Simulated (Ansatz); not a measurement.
**Lattice dynamics of Zr2CF2 monolayer**

Aim: the vibrations of Zr2CF2 monolayer, their spectra, and whether the structure is stable.

Program: Ansatz 0.2.0. Level of theory: DFT PBE, scalar-relativistic, plane waves, PAW; PAW set soft_1. Results are calculated unless marked as measured.

## (1) The starting structure

The cell holds 5 atoms: 1 C, 2 Zr and 2 F. Cell: a = 3.300 Å, b = 3.300 Å, c = 20.000 Å, α = 90.0°, β = 90.0°, γ = 120.0°. Vacuum lies along c.

As a file:

```cif
data_structure
_symmetry_space_group_name_H-M 'P 1'
_symmetry_Int_Tables_number 1
_cell_length_a 3.3000
_cell_length_b 3.3000
_cell_length_c 20.0000
_cell_angle_alpha 90.000
_cell_angle_beta 90.000
_cell_angle_gamma 120.000
_cell_volume 188.62
loop_
_atom_site_label
_atom_site_type_symbol
_atom_site_fract_x
_atom_site_fract_y
_atom_site_fract_z
_atom_site_occupancy
C1 C 0.00000 0.00000 0.50000 1
Zr2 Zr 0.33333 0.66667 0.56000 1
Zr3 Zr 0.66667 0.33333 0.44000 1
F4 F 0.66667 0.33333 0.61750 1
F5 F 0.33333 0.66667 0.38250 1
```

## (2) Coarse relaxation

A rough relaxation comes first, because large forces or stress need no tight tolerances yet.

The program solves this slab on a cell height of its own, 33.2 Å, in place of the one typed.

input.yaml

```yaml
crystal:
  lattice:
    - [3.3, 0.0, 0.0]
    - [-1.65, 2.85788, 0.0]
    - [0.0, 0.0, 20.0]
  atoms:
    - { symbol: C, position: [0.0, 0.0, 0.5] }
    - { symbol: Zr, position: [0.333333, 0.666667, 0.56] }
    - { symbol: Zr, position: [0.666667, 0.333333, 0.44] }
    - { symbol: F, position: [0.666667, 0.333333, 0.6175] }
    - { symbol: F, position: [0.333333, 0.666667, 0.3825] }
  periodic: [true, true, false]
kpoints:
  mp_grid: { grid: [9, 9, 1] }
hamiltonian:
  xc: pbe
  pseudopotentials: { kind: paw, azcp: { folder: soft_1 } }
scf:
  occupations: { method: gaussian, width: 0.1 }
output:
  forces: true
  stress: true
  eigenvalues: true
relax:
  adjacent_minimum: "off"
  f_tol: 0.05
  max_steps: 80
  cell: { stress_2d_tol: 0.02 }
```

Command:

```
$ ansatz run input.yaml --threads 4 --pin off --max-ram 16384MiB --backend cpu --events-out ev --progress --plain --runs-dir out
```

Numbers of over 12 decimals in the logs are rounded to 6 here.

What it wrote:

```text
[...]
cell:  # Å, volume = 314.2521 Å³
    - [3.306014, 0.0, 0]
    - [-1.653007, 2.863092, 0]
    - [0, 0, 33.2]
  atoms:
    - { symbol: C, position: [0, 0, 0.301205] }
    - { symbol: Zr, position: [0.333333, 0.666667, 0.338136] }
    - { symbol: Zr, position: [0.666667, 0.333333, 0.264273] }
    - { symbol: F, position: [0.666667, 0.333333, 0.378418] }
    - { symbol: F, position: [0.333333, 0.666667, 0.223991] }
[key lines of the parts left out:]
SCF converged after 6 iterations
Free energy (F): -10241.143015 eV
Fermi energy:    -4.119553 eV
P = ½ c Tr σ = 0.0161 N/m
```

Run time: 19 s. Hardware: 4 threads of Arm Neoverse V2, shared host; peak memory 0.69 GiB; 67 s of CPU time.

Step by step:

```tsv
step	energy less that of the first step (eV)	largest force component (eV/Å)	volume (Å³)
1	0.0000	1.8931	313.11
2	-0.3700	0.4752	313.85
3	-0.3781	0.1254	315.90
4	-0.3800	0.0193	314.40
5	-0.3801	0.0063	314.32
6	-0.3801	0.0005	314.25
7*	-0.3805	0.0004	314.25
```

Relaxation steps marked * repeat the geometry before them on a plane-wave basis chosen anew for their cell, so energy and pressure can jump there.

Forces are held to the 12 operations that the run works with; a distortion that breaks them can't arise in this run.

```tsv
cell as run	before	after	change
a (Å)	3.300	3.306	+0.2 %
b (Å)	3.300	3.306	+0.2 %
```

The atoms that moved most (Å, along periodic axes as changes of fractional coordinates times the final cell, across vacuum about the mean position):

```tsv
atom	dx	dy	dz	length
F5	0.000	0.000	-0.213	0.213
F4	0.000	0.000	0.213	0.213
Zr2	0.000	0.000	0.026	0.026
Zr3	0.000	0.000	-0.026	0.026
```

Final coordinates:

```xyz
5
Lattice="3.3060 0.0000 0.0000 -1.6530 2.8631 0.0000 0.0000 0.0000 33.2000" Properties=species:S:1:pos:R:3
C     0.0000    0.0000   10.0000
Zr    0.0000    1.9087   11.2261
Zr    1.6530    0.9544    8.7739
F     1.6530    0.9544   12.5635
F     0.0000    1.9087    7.4365
```

This step gave:

```yaml
gap_on_the_k_mesh: 0 eV
area_per_atom: 1.893 Å²
```

The relaxation ends with a largest force component of 4.5e-4 eV/Å.

## (3) Relaxation

The cell and atoms are relaxed, since residual forces and stress would shift the frequencies.

input.yaml

```yaml
crystal:
  lattice:
    - [3.3060143454, 0.0, 0.0]
    - [-1.6530071727, 2.8630924084, 0.0]
    - [0.0, 0.0, 33.2]
  atoms:
    - { symbol: C, position: [0.0, 0.0, 0.3012048193] }
    - { symbol: Zr, position: [0.3333333333, 0.6666666667, 0.3381361748] }
    - { symbol: Zr, position: [0.6666666667, 0.3333333333, 0.2642734638] }
    - { symbol: F, position: [0.6666666667, 0.3333333333, 0.3784182687] }
    - { symbol: F, position: [0.3333333333, 0.6666666667, 0.2239913698] }
  periodic: [true, true, false]
kpoints:
  mp_grid: { grid: [12, 12, 1] }
hamiltonian:
  xc: pbe
  pseudopotentials: { kind: paw, azcp: { folder: soft_1 } }
scf:
  occupations: { method: gaussian, width: 0.1 }
output:
  forces: true
  stress: true
  eigenvalues: true
  write_density: true
  write_potential: true
  elf: true
  volumetric_format: npy
relax:
  adjacent_minimum: "off"
  f_tol: 0.005
  max_steps: 80
  cell: { stress_2d_tol: 0.02 }
```

What it wrote:

```text
[...]
Crystal: 5 atoms, lattice volume = 314.252 Å³
Basis set: ecut = 420 eV, 6243 PW (Γ), exchange–correlation on 48×48×450 points (8 copies of the dense FFT grid, shifted against one another)
Bands: 26, of which v1, the nominal top of the filled ones, is band 21 counted from 1 (20 counted from 0)
Symmetry: 12 space group operations
[...]
k-points: 19 of 144
[...]
SCF iter   1: F=—  HF=-10246.320105 eV  |F-HF|=—  |Δ(HF+E_count)|=         —  Δρ=5.85e-2  dr2=2.01e1  ethr=3.10e-3  ⟨swp⟩=10.5  Hψ=3551  notcnv=0
[...]
SCF iter  12: F=-10241.135396 eV  HF=-10241.135396 eV  |F-HF|=5.58e-10  |Δ(HF+E_count)|=   9.90e-9  Δρ=1.88e-7  dr2=7.03e-11  ethr=2.76e-12  ⟨swp⟩=10.1  Hψ=4183  notcnv=0
SCF 1 converged in 12 iterations: F = -10241.135396 eV  dr2 = 7.03e-11
[...]
relax step   1: F+E_penalty+E_count = -10241.13539639 eV  Δ(F+E_penalty+E_count) = +0.000e0 eV  max|allowed force component| = 1.480e-1 eV/Å  Δτ_max = 0.0000 Å  P = -0.057 N/m  Ω = 314.252 Å³  fix = [c, alpha, beta]  reactions: c -0.000 N/m  (12 SCF iters, dr2 threshold 1.00e-7 eV, accepted)
Crystal: 5 atoms, lattice volume = 313.371 Å³
[...]
SCF iter   5: F=-10241.134346 eV  HF=-10241.134346 eV  |F-HF|=1.15e-7  |Δ(HF+E_count)|=   9.56e-7  Δρ=1.53e-5  dr2=4.57e-7  ethr=1.19e-9  ⟨swp⟩=20.4  Hψ=6697  notcnv=0
SCF 2 converged in 5 iterations: F = -10241.134346 eV  dr2 = 4.57e-7
relax step   2: F+E_penalty+E_count = -10241.13434560 eV  Δ(F+E_penalty+E_count) = +1.051e-3 eV  max|allowed force component| = 2.176e-1 eV/Å  Δτ_max = 0.0148 Å  P = -0.099 N/m  Ω = 313.371 Å³  energy of the carried Pulay correction = +2.845e-4 eV  fix = [c, alpha, beta]  (5 SCF iters, dr2 threshold 5.00e-7 eV, rejected (line search))
Crystal: 5 atoms, lattice volume = 314.125 Å³
[...]
SCF iter  10: F=-10241.136188 eV  HF=-10241.136188 eV  |F-HF|=5.82e-11  |Δ(HF+E_count)|=  2.06e-10  Δρ=1.47e-8  dr2=5.03e-13  ethr=1.00e-12  ⟨swp⟩=13.1  Hψ=3641  notcnv=0
SCF 3 converged in 10 iterations: F = -10241.136188 eV  dr2 = 5.03e-13
relax step   3: F+E_penalty+E_count = -10241.13618753 eV  Δ(F+E_penalty+E_count) = -7.911e-4 eV  max|allowed force component| = 7.758e-3 eV/Å  Δτ_max = 0.0046 Å  P = -0.055 N/m  Ω = 314.125 Å³  energy of the carried Pulay correction = +4.087e-5 eV  fix = [c, alpha, beta]  reactions: c -0.000 N/m  (10 SCF iters, accepted)
[...]
relax step   4: F+E_penalty+E_count = -10241.13625365 eV  Δ(F+E_penalty+E_count) = -6.612e-5 eV  max|allowed force component| = 3.070e-3 eV/Å  Δτ_max = 0.0016 Å  P = -0.013 N/m  Ω = 313.958 Å³  energy of the carried Pulay correction = +9.494e-5 eV  fix = [c, alpha, beta]  reactions: c -0.000 N/m  (5 SCF iters, dr2 threshold 3.76e-9 eV, accepted)
[...]
SCF iter   4: F=-10241.136181 eV  HF=-10241.136181 eV  |F-HF|=7.82e-11  |Δ(HF+E_count)|=  5.18e-10  Δρ=3.77e-8  dr2=3.25e-12  ethr=1.00e-12  ⟨swp⟩=14.3  Hψ=4425  notcnv=0
SCF 5 converged in 4 iterations: F = -10241.136181 eV  dr2 = 3.25e-12
relax step   5: F+E_penalty+E_count = -10241.13618138 eV  Δ(F+E_penalty+E_count) = +7.227e-5 eV  max|allowed force component| = 3.077e-3 eV/Å  Δτ_max = 0.0000 Å  P = -0.016 N/m  Ω = 313.958 Å³  fix = [c, alpha, beta]  reactions: c -0.000 N/m  stress off target by 1.60e-2 N/m on what of the cell is left free  SCF on the basis re-selected at this cell (its energy is not comparable with the rows above)  (4 SCF iters)
basis re-selected at this cell: Δ(F+E_penalty+E_count) = +7.227e-5 eV, ΔP = -0.003 N/m vs the last step (what re-selecting the basis moved, of the pressure what is left beyond the Pulay correction that the steps carried, after the strain that the cell walked since its last selection, with what the two solves' SCF thresholds leave and, on support functions, any second-order correction that the steps lacked; it is no m [...]
WARN: The output density's exchange-correlation potential varies sharply where the density is thin. Do not read a vacuum level from v_tot or v_xc, or from such a field of the output density. On a cell that repeats whose density bears no net charge and no dipole along the vacuum's axis use v_es (v_loc + v_h of the components); under efield.dipole_correction with no amplitude use v_es + v_field, which holds any externa [...]
SCF converged after 4 iterations
Free energy (F): -10241.136181 eV
[...]
Internal energy: -10241.129039 eV  (E = F + TS)
E sigma→0 (E₀):  -10241.132610 eV
Entropy (-TS):   -0.007143 eV (-1.429 meV/atom)
Fermi energy:    -3.989947 eV
[...]
--- Forces (eV/Å), atoms counted from 1 ---
  atom   1  C      0.00000000     0.00000000     0.00000000
  atom   2  Zr    -0.00000000     0.00000000    -0.00156896
  atom   3  Zr    -0.00000000    -0.00000000     0.00156896
  atom   4  F      0.00000000    -0.00000000    -0.00307713
  atom   5  F      0.00000000     0.00000000     0.00307713
  max |Σ_I F_I| component: 1.39e-17 eV/Å
--- 2D stress c σ (N/m, compression-positive) ---
       -0.016001       0.000000      -0.000000
        0.000000      -0.016001      -0.000000
       -0.000000      -0.000000      -0.000000
  P = ½ c Tr σ = -0.0160 N/m
--- Band table (eV; the first three rows and the last of 19) ---
  k-point 0: bands = [... 17 lower, -8.2388, -7.0473, -7.0473, -3.8220, -3.8220, -3.5331, -2.1243, -1.7562, ... 1 higher]
  k-point 1: bands = [... 17 lower, -8.1698, -7.2343, -7.0636, -4.0669, -3.6765, -3.4737, -1.9701, -1.8467, ... 1 higher]
  k-point 2: bands = [... 17 lower, -8.0105, -7.6179, -7.0896, -4.6087, -3.2612, -3.2592, -1.9885, -1.9047, ... 1 higher]
  k-point 18: bands = [... 17 lower, -8.0619, -8.0619, -7.3399, -3.5697, -2.7903, -2.7903, -1.3746, -0.9252, ... 1 higher]
--- Relaxed structure (4 steps of the walk, 3 accepted, 1 SCFs on fresh bases) ---
[...]
cell:  # Å, volume = 313.9580 Å³
    - [3.304467, 0.0, 0]
    - [-1.652233, 2.861752, 0]
    - [0, 0, 33.2]
  atoms:
    - { symbol: C, position: [0, 0, 0.30120481928] }
    - { symbol: Zr, position: [0.333333, 0.666667, 0.338285] }
    - { symbol: Zr, position: [0.666667, 0.333333, 0.264124] }
    - { symbol: F, position: [0.666667, 0.333333, 0.378408] }
    - { symbol: F, position: [0.333333, 0.666667, 0.224002] }
```

Elapsed: 16 s, on 4 threads; peak memory 0.69 GiB; 60 s of CPU time.

Little changed from the start: no atom moved by 0.005 Å and no cell edge by 0.1 %.

Numbers from this step:

* area per atom: 1.891 Å²

ELF in the ac plane at fractional y = 0.333, with atoms of Zr and F within 0.2 Å of it. It is the smooth field of the valence electrons, not physical close to the nuclei.

Values, 24 rows by 14 columns, each cell a mean:
```
0.00 0.00 0.00 0.00 0.00 0.00 0.00 0.00 0.00 0.00 0.00 0.00 0.00 0.00
0.00 0.00 0.00 0.00 0.00 0.00 0.00 0.00 0.00 0.00 0.00 0.00 0.00 0.00
0.00 0.00 0.00 0.00 0.00 0.00 0.00 0.00 0.00 0.00 0.00 0.00 0.00 0.00
0.00 0.00 0.00 0.00 0.00 0.00 0.00 0.00 0.00 0.00 0.00 0.00 0.00 0.00
0.00 0.00 0.00 0.00 0.00 0.00 0.00 0.00 0.00 0.00 0.00 0.00 0.00 0.00
0.00 0.00 0.00 0.00 0.00 0.00 0.00 0.00 0.00 0.00 0.00 0.00 0.00 0.00
0.00 0.00 0.00 0.00 0.00 0.00 0.00 0.00 0.00 0.00 0.00 0.00 0.00 0.00
0.00 0.00 0.00 0.00 0.00 0.00 0.00 0.00 0.00 0.00 0.00 0.00 0.00 0.00
0.00 0.00 0.00 0.00 0.00 0.00 0.00 0.00 0.00 0.00 0.00 0.00 0.00 0.00
0.00 0.00 0.00 0.00 0.00 0.00 0.00 0.00 0.00 0.00 0.00 0.00 0.00 0.00
0.00 0.00 0.00 0.00 0.00 0.00 0.00 0.00 0.00 0.00 0.00 0.00 0.00 0.00
0.00 0.00 0.00 0.00 0.00 0.00 0.00 0.00 0.00 0.00 0.00 0.00 0.00 0.00
0.00 0.00 0.00 0.00 0.00 0.00 0.00 0.00 0.00 0.00 0.00 0.00 0.00 0.00
0.01 0.00 0.00 0.00 0.01 0.02 0.05 0.07 0.09 0.10 0.10 0.08 0.06 0.03
0.20 0.05 0.02 0.02 0.11 0.35 0.57 0.69 0.70 0.67 0.69 0.70 0.64 0.48
0.15 0.21 0.26 0.25 0.19 0.16 0.24 0.36 0.42 0.44 0.44 0.40 0.30 0.18
0.40 0.46 0.48 0.47 0.43 0.35 0.28 0.25 0.25 0.26 0.26 0.26 0.27 0.32
0.20 0.25 0.32 0.29 0.20 0.27 0.53 0.69 0.65 0.52 0.58 0.69 0.64 0.41
0.23 0.35 0.41 0.39 0.30 0.18 0.14 0.19 0.25 0.29 0.27 0.23 0.15 0.13
0.07 0.10 0.12 0.12 0.09 0.05 0.02 0.01 0.00 0.00 0.00 0.00 0.01 0.03
0.00 0.00 0.00 0.00 0.00 0.00 0.00 0.00 0.00 0.00 0.00 0.00 0.00 0.00
0.00 0.00 0.00 0.00 0.00 0.00 0.00 0.00 0.00 0.00 0.00 0.00 0.00 0.00
0.00 0.00 0.00 0.00 0.00 0.00 0.00 0.00 0.00 0.00 0.00 0.00 0.00 0.00
0.00 0.00 0.00 0.00 0.00 0.00 0.00 0.00 0.00 0.00 0.00 0.00 0.00 0.00
```
Columns run along a (3.3 Å), rows up along c (33.2 Å). Atoms in or near the plane, at fractional coordinates: Zr at (0.67, 0.26), F at (0.67, 0.38).

Valence density in the ac plane at fractional y = 0.333, with atoms of Zr and F within 0.2 Å of it. It is the smooth field of the valence electrons, not physical close to the nuclei.

Ten steps, logarithmic in the rise over the least value, from '0' (0.00 × 1e0 e/Å³) to '9' (5.70 × 1e0 e/Å³), each cell a mean:
```
00000000000000000
00000000000000000
00000000000000000
00000000000000000
00000000000000000
00000000000000000
00000000000000000
00000000000000000
00000000000000000
00000000000000000
00000000000000000
00000000000000000
00000000000000000
00000000000000000
21000123579998753
34444433457776543
44454443333333333
43333346788998875
23333322345554432
00000000000000000
00000000000000000
00000000000000000
00000000000000000
00000000000000000
```
Columns run along a (3.3 Å), rows up along c (33.2 Å). Atoms in or near the plane, at fractional coordinates: Zr at (0.67, 0.26), F at (0.67, 0.38).

Electrostatic potential energy in the ac plane at fractional y = 0.333, with atoms of Zr and F within 0.2 Å of it. With pseudopotentials it is smooth inside the atoms' cores, unlike the true potential.

Ten even steps from '_' (-33 eV) to '@' (0 eV), each cell a mean:
```
@@@@@@@@@@@@@@@@@@@@@@@@@@@@@@@@@@
@@@@@@@@@@@@@@@@@@@@@@@@@@@@@@@@@@
@@@@@@@@@@@@@@@@@@@@@@@@@@@@@@@@@@
@@@@@@@@@@@@@@@@@@@@@@@@@@@@@@@@@@
@@@@@@@@@@@@@@@@@@@@@@@@@@@@@@@@@@
@@@@@@@@@@@@@@@@@@@@@@@@@@@@@@@@@@
@@@@@@@@@@@@@@@@@@@@@@@@@@@@@@@@@@
@@@@@@@@@@@@@@@@@@@@@@@@@@@@@@@@@@
@@@@@@@@@@@@@@@@@@@@@@@@@@@@@@@@@@
@@@@@@@@@@@@@@@@@@@@@@@@@@@@@@@@@@
@@@@@@@@@@@@@@@@@@@@@@@@@@@@@@@@@@
@@@@@@@@@@@@@@@@@@@@@@@@@@@@@@@@@@
@@@@@@@@@@@@@@@@@@@@@@@@@@@@@@@@@@
@@@@@@@@@@@@@@@@@@@@@@@@@@@@@@@@@@
@@@@@@@@@@@@@@@@##==------==++%%@@
**++++==++****####****++++**######
######**######%%%%############%%%%
**##%%%%%%##++::________________--
%%%%@@@@@@%%%%##****++++++++**##%%
@@@@@@@@@@@@@@@@@@@@@@@@@@@@@@@@@@
@@@@@@@@@@@@@@@@@@@@@@@@@@@@@@@@@@
@@@@@@@@@@@@@@@@@@@@@@@@@@@@@@@@@@
@@@@@@@@@@@@@@@@@@@@@@@@@@@@@@@@@@
@@@@@@@@@@@@@@@@@@@@@@@@@@@@@@@@@@
```
Columns run along a (3.3 Å; values clipped at the 3rd and 97th percentile), rows up along c (33.2 Å). Atoms in or near the plane, at fractional coordinates: Zr at (0.67, 0.26), F at (0.67, 0.38).

## (4) Relaxing to small forces for the phonons

Phonons need a cell at rest on their own settings, so the relaxation is repeated with tight tolerances on forces and stress, using the mesh and the filling of the phonon run that follows.

input.yaml, the sections that differ from step 3:

```yaml
crystal:
  lattice:
    - [3.3044668691, 0.0, 0.0]
    - [-1.6522334345, 2.8617522546, 0.0]
    - [0.0, 0.0, 33.2]
  atoms:
    - { symbol: C, position: [0.0, 0.0, 0.3012048193] }
    - { symbol: Zr, position: [0.3333333333, 0.6666666667, 0.3382852208] }
    - { symbol: Zr, position: [0.6666666667, 0.3333333333, 0.2641244177] }
    - { symbol: F, position: [0.6666666667, 0.3333333333, 0.3784078886] }
    - { symbol: F, position: [0.3333333333, 0.6666666667, 0.22400175] }
  periodic: [true, true, false]
scf:
  occupations: { method: methfessel_paxton, width: 0.2 }
relax:
  adjacent_minimum: "off"
  f_tol: 0.001
  max_steps: 60
  cell: { stress_2d_tol: 0.002 }
# kpoints, hamiltonian, output: as in step 3
```

What it wrote:

```text
[...]
Crystal: 5 atoms, lattice volume = 313.958 Å³
Basis set: ecut = 420 eV, 6243 PW (Γ), exchange–correlation on 48×48×450 points (8 copies of the dense FFT grid, shifted against one another)
Bands: 26, of which v1, the nominal top of the filled ones, is band 21 counted from 1 (20 counted from 0)
Symmetry: 12 space group operations
[...]
k-points: 19 of 144
[...]
cell:  # Å, volume = 313.9636 Å³
    - [3.304496, -2.8867778209792836e-11, 0]
    - [-1.652248, 2.861778, 0]
    - [0, 0, 33.2]
  atoms:
    - { symbol: C, position: [0, 0, 0.30120481928] }
    - { symbol: Zr, position: [0.333333, 0.666667, 0.338267] }
    - { symbol: Zr, position: [0.666667, 0.333333, 0.264143] }
    - { symbol: F, position: [0.666667, 0.333333, 0.378397] }
    - { symbol: F, position: [0.333333, 0.666667, 0.224013] }
[key lines of the parts left out:]
SCF converged after 7 iterations
Free energy (F): -10241.132521 eV
Fermi energy:    -3.983666 eV
P = ½ c Tr σ = -0.0010 N/m
```

The job ended after 16 s (4 threads; peak memory 0.7 GiB; 60 s of CPU time).

Little changed from the start: no atom moved by 0.005 Å and no cell edge by 0.1 %.

Electrostatic potential energy in the ac plane at fractional y = 0.333, with atoms of Zr and F within 0.2 Å of it. With pseudopotentials it is smooth inside the atoms' cores, unlike the true potential.

Ten even steps from '0' (-33 eV) to '9' (0 eV), each cell a mean:
```
99999999999999999
99999999999999999
99999999999999999
99999999999999999
99999999999999999
99999999999999999
99999999999999999
99999999999999999
99999999999999999
99999999999999999
99999999999999999
99999999999999999
99999999999999999
99999999999999999
99999999743334589
65545667766556777
77767778877777788
67888752000000003
88999887665555678
99999999999999999
99999999999999999
99999999999999999
99999999999999999
99999999999999999
```
Columns run along a (3.3 Å; values clipped at the 3rd and 97th percentile), rows up along c (33.2 Å). Atoms in or near the plane, at fractional coordinates: Zr at (0.67, 0.26), F at (0.67, 0.38).

ELF in the ac plane at fractional y = 0.333, with atoms of Zr and F within 0.2 Å of it. It is the smooth field of the valence electrons, not physical close to the nuclei.

Ten even steps from '_' (0.00) to '@' (0.72), each cell a mean:
```
__________________________________
__________________________________
__________________________________
__________________________________
__________________________________
__________________________________
__________________________________
__________________________________
__________________________________
__________________________________
__________________________________
__________________________________
__________________________________
__________________............____
--________..==##@@@@@@@@@@@@@@%%**
..::------::::::==++******++++--::
++**********++==----------------==
::--====--::--**@@@@%%####@@@@%%++
::==++++++==::..::----------::....
__..........______________________
__________________________________
__________________________________
__________________________________
__________________________________
```
Columns run along a (3.3 Å), rows up along c (33.2 Å). Atoms in or near the plane, at fractional coordinates: Zr at (0.67, 0.26), F at (0.67, 0.38).

Valence density in the ac plane at fractional y = 0.333, with atoms of Zr and F within 0.2 Å of it. It is the smooth field of the valence electrons, not physical close to the nuclei.

Ten steps, logarithmic in the rise over the least value, from '0' (0.00 × 1e0 e/Å³) to '9' (5.70 × 1e0 e/Å³), each cell a mean:
```
00000000000000000
00000000000000000
00000000000000000
00000000000000000
00000000000000000
00000000000000000
00000000000000000
00000000000000000
00000000000000000
00000000000000000
00000000000000000
00000000000000000
00000000000000000
00000000000000000
21000123579998753
34444433457776543
44454443333333334
43333346788998875
23333322345554432
00000000000000000
00000000000000000
00000000000000000
00000000000000000
00000000000000000
```
Columns run along a (3.3 Å), rows up along c (33.2 Å). Atoms in or near the plane, at fractional coordinates: Zr at (0.67, 0.26), F at (0.67, 0.38).

The largest force component left is 0.036 meV/Å, within the tolerances set.

(Part 1 of 2 ends here.)

[Logs are printed without paths, hosts, clocks, repeated set-up lines and the standing remarks that a program may print on its own settings, such as how far it seeks lower states.]

[Hosts, paths, dates, database ids (printed as entryN), source tags and the programs' standing remarks are cut or masked in the printed files.]
